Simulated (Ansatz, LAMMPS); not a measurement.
# Structural relaxation of aqueous Li+ and OH-, 4.1 mol of salt per kg of water, from a frame at 300 K (87 atoms), part 2 of 3

How does aqueous Li+ and OH-, 4.1 mol of salt per kg of water, from a frame at 300 K (87 atoms) relax, and what do bonds, charges and levels look like afterwards?

Ansatz 0.2.0; Kohn-Sham DFT, PBEsol, PAW (set soft_2), plane waves.

The cell: 29 O, 56 H and 2 Li. The network of contacts between molecules at the start is that of the classical potential that made the cell. The functional has no dispersion term. The density was typed from a rule of thumb and may lie off the real one at this temperature. Sampling is at Γ alone, for a cell whose shortest periodic width is 9 Å.

So far. Step 3 (Single point at the start): Neighbours are counted within 1.21 Å (H-O), 2.48 Å (O-Li).

## 4. Relaxation

The atoms are relaxed in the fixed cell, aiming at the force tolerance of the input.

Input file input.yaml:

```yaml
crystal:
  lattice:
    - [9.28326, 0.0, 0.0]
    - [0.0, 9.28326, 0.0]
    - [0.0, 0.0, 9.28326]
  atoms:
    [... the 87 atom lines of step 3 ...]
kpoints:
  mp_grid: { grid: [1, 1, 1] }
hamiltonian:
  xc: pbesol
scf:
  occupations: { method: gaussian, width: 0.025 }
output:
  forces: true
relax:
  f_tol: 0.05
  max_steps: 200
```

The run is started by

```bash
$ ansatz run input.yaml --threads 4 --pin off --max-ram 8192MiB --backend cpu --events-out ev --progress --plain --runs-dir out
```

Numbers of over 12 decimals in the logs are rounded to 6 here.

Log:

```text
[...]
Crystal: 87 atoms, lattice volume = 800.021 Å³
Basis set: ecut = 420 eV, 15515 PW (Γ), exchange–correlation on 128×128×128 points (8 copies of the dense FFT grid, shifted against one another)
Bands: 205, of which v1, the nominal top of the filled ones, is band 118 counted from 1 (117 counted from 0)
Symmetry: 1 space group operations
[...]
k-points: 1
[...]
SCF iter   1: F=—  HF=-17562.906380 eV  |F-HF|=—  |Δ(HF+E_count)|=         —  Δρ=6.52e-3  dr2=2.63e-1  ethr=1.77e-3  ⟨swp⟩=6.0  Hψ=952  notcnv=0  defer=36
[...]
SCF iter   7: F=-17562.812034 eV  HF=-17562.812033 eV  |F-HF|=1.91e-6  |Δ(HF+E_count)|=   7.81e-6  Δρ=1.89e-5  dr2=2.48e-6  ethr=1.10e-8  ⟨swp⟩=4.0  Hψ=482  notcnv=0
SCF 1 converged in 7 iterations: F = -17562.812034 eV  dr2 = 2.48e-6
[...]
relax step   1: F+E_penalty+E_count = -17562.81203441 eV  Δ(F+E_penalty+E_count) = +0.000e0 eV  max|allowed force component| = 1.247e0 eV/Å  Δτ_max = 0.0000 Å  (7 SCF iters, dr2 threshold 6.25e-5 eV, accepted)
[...]
relax step   2: F+E_penalty+E_count = -17564.96657090 eV  Δ(F+E_penalty+E_count) = -2.155e0 eV  max|allowed force component| = 1.385e0 eV/Å  Δτ_max = 0.1949 Å  (7 SCF iters, dr2 threshold 9.72e-5 eV, accepted)
[...]
relax step   3: F+E_penalty+E_count = -17565.96515269 eV  Δ(F+E_penalty+E_count) = -9.986e-1 eV  max|allowed force component| = 1.064e0 eV/Å  Δτ_max = 0.2000 Å  (6 SCF iters, dr2 threshold 1.00e-4 eV, accepted)
relax step   4: F+E_penalty+E_count = -17566.73149645 eV  Δ(F+E_penalty+E_count) = -7.663e-1 eV  max|allowed force component| = 6.215e-1 eV/Å  Δτ_max = 0.1948 Å  (6 SCF iters, dr2 threshold 1.00e-4 eV, accepted)
relax step   5: F+E_penalty+E_count = -17567.14574076 eV  Δ(F+E_penalty+E_count) = -4.142e-1 eV  max|allowed force component| = 6.864e-1 eV/Å  Δτ_max = 0.1941 Å  (7 SCF iters, dr2 threshold 1.00e-4 eV, accepted)
relax step   6: F+E_penalty+E_count = -17567.32486063 eV  Δ(F+E_penalty+E_count) = -1.791e-1 eV  max|allowed force component| = 4.553e-1 eV/Å  Δτ_max = 0.1955 Å  (7 SCF iters, dr2 threshold 1.00e-4 eV, accepted)
relax step   7: F+E_penalty+E_count = -17567.44900104 eV  Δ(F+E_penalty+E_count) = -1.241e-1 eV  max|allowed force component| = 5.712e-1 eV/Å  Δτ_max = 0.1941 Å  (6 SCF iters, dr2 threshold 9.12e-5 eV, accepted)
relax step   8: F+E_penalty+E_count = -17567.54894895 eV  Δ(F+E_penalty+E_count) = -9.995e-2 eV  max|allowed force component| = 4.862e-1 eV/Å  Δτ_max = 0.1949 Å  (6 SCF iters, dr2 threshold 1.00e-4 eV, accepted)
relax step   9: F+E_penalty+E_count = -17567.63644722 eV  Δ(F+E_penalty+E_count) = -8.750e-2 eV  max|allowed force component| = 3.568e-1 eV/Å  Δτ_max = 0.1939 Å  (6 SCF iters, dr2 threshold 1.00e-4 eV, accepted)
relax step  10: F+E_penalty+E_count = -17567.74015157 eV  Δ(F+E_penalty+E_count) = -1.037e-1 eV  max|allowed force component| = 1.926e-1 eV/Å  Δτ_max = 0.2000 Å  (6 SCF iters, dr2 threshold 6.86e-5 eV, accepted)
relax step  11: F+E_penalty+E_count = -17567.80974805 eV  Δ(F+E_penalty+E_count) = -6.960e-2 eV  max|allowed force component| = 9.496e-1 eV/Å  Δτ_max = 0.1951 Å  (7 SCF iters, dr2 threshold 1.08e-5 eV, accepted)
relax step  12: F+E_penalty+E_count = -17567.90845828 eV  Δ(F+E_penalty+E_count) = -9.871e-2 eV  max|allowed force component| = 2.757e-1 eV/Å  Δτ_max = 0.1962 Å  (6 SCF iters, dr2 threshold 1.00e-4 eV, accepted)
relax step  13: F+E_penalty+E_count = -17567.99134418 eV  Δ(F+E_penalty+E_count) = -8.289e-2 eV  max|allowed force component| = 5.533e-1 eV/Å  Δτ_max = 0.1959 Å  (7 SCF iters, dr2 threshold 6.41e-6 eV, accepted)
relax step  14: F+E_penalty+E_count = -17568.07156558 eV  Δ(F+E_penalty+E_count) = -8.022e-2 eV  max|allowed force component| = 2.248e-1 eV/Å  Δτ_max = 0.1942 Å  (7 SCF iters, dr2 threshold 2.58e-5 eV, accepted)
relax step  15: F+E_penalty+E_count = -17568.12627681 eV  Δ(F+E_penalty+E_count) = -5.471e-2 eV  max|allowed force component| = 3.334e-1 eV/Å  Δτ_max = 0.1971 Å  (7 SCF iters, dr2 threshold 8.35e-6 eV, accepted)
relax step  16: F+E_penalty+E_count = -17568.14883903 eV  Δ(F+E_penalty+E_count) = -2.256e-2 eV  max|allowed force component| = 6.704e-1 eV/Å  Δτ_max = 0.1956 Å  (7 SCF iters, dr2 threshold 1.83e-5 eV, accepted)
relax step  17: F+E_penalty+E_count = -17568.23183365 eV  Δ(F+E_penalty+E_count) = -8.299e-2 eV  max|allowed force component| = 1.819e-1 eV/Å  Δτ_max = 0.2000 Å  (6 SCF iters, dr2 threshold 1.00e-4 eV, accepted)
relax step  18: F+E_penalty+E_count = -17568.23407187 eV  Δ(F+E_penalty+E_count) = -2.238e-3 eV  max|allowed force component| = 1.629e-1 eV/Å  Δτ_max = 0.2000 Å  (9 SCF iters, accepted)
relax step  19: F+E_penalty+E_count = -17568.26802540 eV  Δ(F+E_penalty+E_count) = -3.395e-2 eV  max|allowed force component| = 1.789e-1 eV/Å  Δτ_max = 0.0509 Å  (9 SCF iters, accepted)
relax step  20: F+E_penalty+E_count = -17568.29649788 eV  Δ(F+E_penalty+E_count) = -2.847e-2 eV  max|allowed force component| = 6.107e-2 eV/Å  Δτ_max = 0.2000 Å  (6 SCF iters, dr2 threshold 2.57e-5 eV, accepted)
relax step  21: F+E_penalty+E_count = -17568.32659626 eV  Δ(F+E_penalty+E_count) = -3.010e-2 eV  max|allowed force component| = 2.853e-1 eV/Å  Δτ_max = 0.1940 Å  (9 SCF iters, accepted)
relax step  22: F+E_penalty+E_count = -17568.36251903 eV  Δ(F+E_penalty+E_count) = -3.592e-2 eV  max|allowed force component| = 2.080e-1 eV/Å  Δτ_max = 0.1949 Å  (7 SCF iters, dr2 threshold 9.49e-6 eV, accepted)
relax step  23: F+E_penalty+E_count = -17568.38589668 eV  Δ(F+E_penalty+E_count) = -2.338e-2 eV  max|allowed force component| = 2.457e-1 eV/Å  Δτ_max = 0.1919 Å  (6 SCF iters, dr2 threshold 2.30e-5 eV, accepted)
relax step  24: F+E_penalty+E_count = -17568.39514225 eV  Δ(F+E_penalty+E_count) = -9.246e-3 eV  max|allowed force component| = 1.363e-1 eV/Å  Δτ_max = 0.0610 Å  (5 SCF iters, dr2 threshold 3.21e-5 eV, accepted)
relax step  25: F+E_penalty+E_count = -17568.39601872 eV  Δ(F+E_penalty+E_count) = -8.765e-4 eV  max|allowed force component| = 1.301e-1 eV/Å  Δτ_max = 0.0789 Å  (6 SCF iters, dr2 threshold 5.72e-6 eV, accepted)
relax step  26: F+E_penalty+E_count = -17568.40257553 eV  Δ(F+E_penalty+E_count) = -6.557e-3 eV  max|allowed force component| = 1.054e-1 eV/Å  Δτ_max = 0.0413 Å  (6 SCF iters, dr2 threshold 5.21e-6 eV, accepted)
relax step  27: F+E_penalty+E_count = -17568.40944844 eV  Δ(F+E_penalty+E_count) = -6.873e-3 eV  max|allowed force component| = 1.253e-1 eV/Å  Δτ_max = 0.1095 Å  (7 SCF iters, dr2 threshold 7.29e-6 eV, accepted)
[...]
relax step  36: F+E_penalty+E_count = -17568.57679421 eV  Δ(F+E_penalty+E_count) = -3.367e-2 eV  max|allowed force component| = 1.449e-1 eV/Å  Δτ_max = 0.2000 Å  (7 SCF iters, dr2 threshold 6.97e-6 eV, accepted)
relax step  37: F+E_penalty+E_count = -17568.61021598 eV  Δ(F+E_penalty+E_count) = -3.342e-2 eV  max|allowed force component| = 4.376e-1 eV/Å  Δτ_max = 0.1924 Å  (7 SCF iters, dr2 threshold 4.48e-6 eV, accepted)
relax step  38: F+E_penalty+E_count = -17568.62430328 eV  Δ(F+E_penalty+E_count) = -1.409e-2 eV  max|allowed force component| = 7.988e-1 eV/Å  Δτ_max = 0.1962 Å  (6 SCF iters, dr2 threshold 1.00e-4 eV, accepted)
relax step  39: F+E_penalty+E_count = -17568.64352947 eV  Δ(F+E_penalty+E_count) = -1.923e-2 eV  max|allowed force component| = 2.397e-1 eV/Å  Δτ_max = 0.1210 Å  (6 SCF iters, dr2 threshold 1.00e-4 eV, accepted)
relax step  40: F+E_penalty+E_count = -17568.66247520 eV  Δ(F+E_penalty+E_count) = -1.895e-2 eV  max|allowed force component| = 6.128e-2 eV/Å  Δτ_max = 0.2000 Å  (7 SCF iters, dr2 threshold 5.17e-6 eV, accepted)
relax step  41: F+E_penalty+E_count = -17568.66550364 eV  Δ(F+E_penalty+E_count) = -3.028e-3 eV  max|allowed force component| = 3.736e-1 eV/Å  Δτ_max = 0.0972 Å  (8 SCF iters, accepted)
relax step  42: F+E_penalty+E_count = -17568.66929814 eV  Δ(F+E_penalty+E_count) = -3.795e-3 eV  max|allowed force component| = 9.500e-2 eV/Å  Δτ_max = 0.0465 Å  (5 SCF iters, dr2 threshold 9.12e-6 eV, accepted)
relax step  43: F+E_penalty+E_count = -17568.67562363 eV  Δ(F+E_penalty+E_count) = -6.325e-3 eV  max|allowed force component| = 3.607e-2 eV/Å  Δτ_max = 0.1242 Å  (8 SCF iters, accepted)
relax step  44: F+E_penalty+E_count = -17568.67464066 eV  Δ(F+E_penalty+E_count) = +9.830e-4 eV  max|allowed force component| = 3.456e-1 eV/Å  Δτ_max = 0.1294 Å  (9 SCF iters, rejected (line search))
relax step  45: F+E_penalty+E_count = -17568.67974497 eV  Δ(F+E_penalty+E_count) = -4.121e-3 eV  max|allowed force component| = 5.329e-2 eV/Å  Δτ_max = 0.0631 Å  (8 SCF iters, accepted)
relax step  46: F+E_penalty+E_count = -17568.68123746 eV  Δ(F+E_penalty+E_count) = -1.492e-3 eV  max|allowed force component| = 1.186e-1 eV/Å  Δτ_max = 0.0921 Å  (8 SCF iters, accepted)
relax step  47: F+E_penalty+E_count = -17568.68227646 eV  Δ(F+E_penalty+E_count) = -1.039e-3 eV  max|allowed force component| = 9.500e-2 eV/Å  Δτ_max = 0.0208 Å  (4 SCF iters, dr2 threshold 1.41e-5 eV, accepted)
relax step  48: F+E_penalty+E_count = -17568.68325100 eV  Δ(F+E_penalty+E_count) = -9.745e-4 eV  max|allowed force component| = 3.804e-2 eV/Å  Δτ_max = 0.0268 Å  (5 SCF iters, dr2 threshold 5.79e-6 eV, accepted)
[...]
relax step  49: F+E_penalty+E_count = -17568.68325196 eV  Δ(F+E_penalty+E_count) = -9.632e-7 eV  max|allowed force component| = 3.906e-2 eV/Å  Δτ_max = 0.0000 Å  (4 SCF iters, accepted)
SCF converged after 4 iterations
Free energy (F): -17568.683252 eV
[...]
Internal energy: -17568.683252 eV  (E = F + TS)
E sigma→0 (E₀):  -17568.683252 eV
Fermi energy:    0.438406 eV
[...]
--- Forces (eV/Å), atoms counted from 1 ---
  atom   1  O     -0.00056705     0.00069153    -0.00093121
  atom   2  H     -0.00405137    -0.00256188     0.00175374
  atom   3  H     -0.00187903    -0.00224893    -0.00170747
  atom   4  O      0.00599594    -0.00275462    -0.00064420
  atom   5  H      0.00073126     0.00166580     0.00022903
  atom   6  H      0.00008617     0.00083308     0.00038912
  atom   7  O     -0.00017147    -0.00070045     0.00177104
  atom   8  H      0.00309955    -0.00140598     0.00049907
  atom   9  H     -0.00220617     0.00059930    -0.00320531
  atom  10  O      0.00231787    -0.00005215     0.00312535
  atom  11  H     -0.00080944    -0.00184311    -0.00299113
  atom  12  H     -0.00241512    -0.00020062    -0.00071303
  atom  13  O      0.00035831    -0.00299479     0.00014108
  atom  14  H     -0.00178211     0.00202212     0.00228095
[...]
atom  86  Li     0.00419675    -0.00041515    -0.00096216
  atom  87  Li    -0.00109764     0.00138572     0.00000417
  max |Σ_I F_I| component: 9.07e-5 eV/Å
--- Relaxed structure (49 steps of the walk, 48 accepted, 0 SCFs on fresh bases) ---
  F+E_penalty+E_count = -17568.68325196 eV   max|allowed force component| = 3.906e-2 eV/Å
  atoms:
    - { symbol: O, position: [0.803528, 0.090920, 0.722724] }
    - { symbol: H, position: [0.735052, 0.00357265, 0.698101] }
    - { symbol: H, position: [0.860549, 0.106872, 0.633926] }
    - { symbol: O, position: [0.835784, 0.477466, 0.565847] }
[...]
- { symbol: Li, position: [0.178973, 0.094120, 0.950846] }
```

Wall time 1.9 min (4 threads of Arm Neoverse V2, shared host); peak memory 0.8 GiB; 6.8 min of CPU time.

Relaxation path (22 of 49):

| step | energy less that of the first step (eV) | largest force component (eV/Å) |
| --- | --- | --- |
| 1 | 0.0000 | 1.2468 |
| 3 | -3.1531 | 1.0638 |
| 6 | -4.5128 | 0.4553 |
| 8 | -4.7369 | 0.4862 |
| 10 | -4.9281 | 0.1926 |
| 12 | -5.0964 | 0.2757 |
| 15 | -5.3142 | 0.3334 |
| 17 | -5.4198 | 0.1819 |
| 19 | -5.4560 | 0.1789 |
| 22 | -5.5505 | 0.2080 |
| 24 | -5.5831 | 0.1363 |
| 26 | -5.5905 | 0.1054 |
| 28 | -5.6052 | 0.3535 |
| 31 | -5.6643 | 0.2839 |
| 33 | -5.7019 | 0.1621 |
| 35 | -5.7311 | 0.1806 |
| 38 | -5.8123 | 0.7988 |
| 40 | -5.8504 | 0.0613 |
| 42 | -5.8573 | 0.0950 |
| 44 | -5.8626 | 0.3456 |
| 47 | -5.8702 | 0.0950 |
| 49 | -5.8712 | 0.0391 |

Relaxation step 44 was tried and not accepted.

The atoms that moved most (Å):

| atom | dx | dy | dz | length |
| --- | --- | --- | --- | --- |
| H9 | 1.380 | 1.488 | -0.499 | 2.090 |
| H69 | -1.160 | 1.410 | 0.263 | 1.845 |
| H20 | -1.681 | 0.267 | -0.657 | 1.825 |
| H83 | 0.195 | -1.665 | -0.030 | 1.677 |
| H50 | -0.563 | 0.123 | 1.517 | 1.623 |
| O19 | -1.420 | 0.307 | -0.593 | 1.569 |
| H63 | -1.028 | 0.954 | -0.080 | 1.405 |
| H42 | -1.180 | -0.675 | -0.346 | 1.402 |

The relaxation changed the energy by -67.5 meV/atom, and atoms moved by 0.95 Å r.m.s., 2.1 Å at most.

## 5. Distances and neighbours after relaxation

Bonds before and after, by the cutoffs listed below:

| pair | bonds before | bonds after | mean before (Å) | mean after (Å) | spread before (Å) | spread after (Å) |
| --- | --- | --- | --- | --- | --- | --- |
| H-O | 56 | 56 | 0.999 | 1.005 | 0.007 | 0.016 |
| O-Li | 8 | 8 | 2.002 | 2.010 | 0.057 | 0.060 |

Density 1.11 g/cm³, 9.196 Å³ an atom.

g(r), total and by pair (bins of 0.2 Å):

| r (Å) | total | H-H | H-O | H-Li | O-O | O-Li | Li-Li |
| --- | --- | --- | --- | --- | --- | --- | --- |
| 0.90 | 1.86 | 0.00 | 4.33 | 0.00 | 0.00 | 0.00 | 0.00 |
| 1.10 | 2.79 | 0.00 | 6.50 | 0.00 | 0.00 | 0.00 | 0.00 |
| 1.30 | 0.00 | 0.00 | 0.00 | 0.00 | 0.00 | 0.00 | 0.00 |
| 1.50 | 0.80 | 1.33 | 0.57 | 0.00 | 0.00 | 0.00 | 0.00 |
| 1.70 | 1.28 | 0.82 | 2.19 | 0.00 | 0.00 | 0.00 | 0.00 |
| 1.90 | 0.59 | 0.60 | 0.63 | 0.00 | 0.00 | 4.37 | 0.00 |
| 2.10 | 0.78 | 1.60 | 0.05 | 0.00 | 0.00 | 6.56 | 0.00 |
| 2.30 | 0.75 | 1.66 | 0.15 | 0.00 | 0.00 | 0.00 | 0.00 |
| 2.50 | 0.51 | 0.81 | 0.03 | 2.68 | 0.69 | 0.00 | 0.00 |
| 2.70 | 0.81 | 0.39 | 0.24 | 3.97 | 3.87 | 0.00 | 0.00 |
| 2.90 | 0.65 | 0.43 | 0.93 | 0.00 | 0.66 | 0.00 | 0.00 |
| 3.10 | 1.21 | 0.91 | 1.74 | 0.92 | 0.48 | 0.00 | 0.00 |
| 3.30 | 1.21 | 0.88 | 1.62 | 0.80 | 1.12 | 0.00 | 0.00 |
| 3.50 | 1.14 | 1.06 | 1.38 | 0.23 | 0.80 | 0.45 | 0.00 |
| 3.70 | 1.02 | 1.32 | 0.87 | 0.82 | 0.55 | 0.79 | 0.00 |
| 3.90 | 1.03 | 1.20 | 0.86 | 0.57 | 0.99 | 2.53 | 0.00 |
| 4.10 | 1.04 | 1.04 | 0.96 | 1.21 | 1.27 | 1.67 | 0.00 |
| 4.30 | 1.10 | 1.02 | 1.11 | 1.23 | 1.36 | 0.90 | 0.00 |
| 4.50 | 1.00 | 1.06 | 0.87 | 1.27 | 1.19 | 1.08 | 0.00 |

Bonds by pair of elements; cutoffs follow the first minimum of g(r), held within bounds set by covalent radii, and pairs that aren't listed don't count as bonded:

| pair A-B | cutoff (Å) | bonds | mean length (Å) | spread (Å) | shortest (Å) | B about A | A about B |
| --- | --- | --- | --- | --- | --- | --- | --- |
| H-O | 1.21 | 56 | 1.00 | 0.016 | 0.975 | 1 | 1.93 |
| O-Li | 2.52 | 8 | 2.01 | 0.06 | 1.92 | 0.276 | 4 |

How many atoms have how many bonded neighbours:

| element | mean | 1 | 2 | 3 | 4 |
| --- | --- | --- | --- | --- | --- |
| H | 1 | 56 | 0 | 0 | 0 |
| Li | 4 | 0 | 0 | 0 | 2 |
| O | 2.21 | 2 | 19 | 8 | 0 |

Bond angles, per cent of each kind in bins of 5°:

| angle (°) | H-O-H | H-O-Li | O-Li-O |
| --- | --- | --- | --- |
| 95–100 | 7.4 | 0.0 | 8.3 |
| 100–105 | 44.4 | 18.8 | 33.3 |
| 105–110 | 33.3 | 6.2 | 16.7 |
| 110–115 | 14.8 | 12.5 | 25.0 |
| 115–120 | 0.0 | 12.5 | 0.0 |
| 120–125 | 0.0 | 12.5 | 8.3 |
| 125–130 | 0.0 | 25.0 | 8.3 |
| 130–135 | 0.0 | 6.2 | 0.0 |
| 135–140 | 0.0 | 0.0 | 0.0 |
| 140–145 | 0.0 | 0.0 | 0.0 |
| 145–150 | 0.0 | 6.2 | 0.0 |

Bond angles (no mean is given where the spread exceeds 20°):

| angle | count | mean (°) | spread (°) |
| --- | --- | --- | --- |
| H-O-H | 27 | 106 | 3.8 |
| H-O-Li | 16 | 119 | 11.6 |
| O-Li-O | 12 | 109 | 8.2 |

Hydrogen bonds between water molecules (O–O under 3.5 Å, H–O···O angle under 30°):

| hydrogen bonds to other water | molecules |
| --- | --- |
| 0 | 0 |
| 1 | 1 |
| 2 | 3 |
| 3 | 9 |
| 4 | 14 |

First shells of the ions:

| ion | count | shell | mean number |
| --- | --- | --- | --- |
| Li | 2 | water O within 2.7 A | 4 |

Bond length by coordination (bonds to H left out):

| element | coordination | atoms | mean bond length (Å) |
| --- | --- | --- | --- |
| O | 3 | 8 | 2.01 |

First main peaks of g(r), for some of the pairs, lie near 1.0 Å (H-O), 2.6 Å (H-Li), 2.7 Å (O-O) and 2.0 Å (O-Li). By these cutoffs all H atoms have 1, all Li atoms have 4 and 66 % of O atoms have 2 bonded neighbours. The H-O-H angle averages 106° with a spread of 4°. The 27 water molecules hold 3.33 hydrogen bonds each to other water on average, with a mean O–O distance of 2.74 Å. Ion shells in this frame: Li 4.0 (water O within 2.7 Å).

[end of part 2 of 3]

[Logs are printed without paths, hosts, clocks, repeated set-up lines and the standing remarks that a program may print on its own settings, such as how far it seeks lower states.]

[Hosts, paths, dates, database ids (printed as entryN), source tags and the programs' standing remarks are cut or masked in the printed files.]
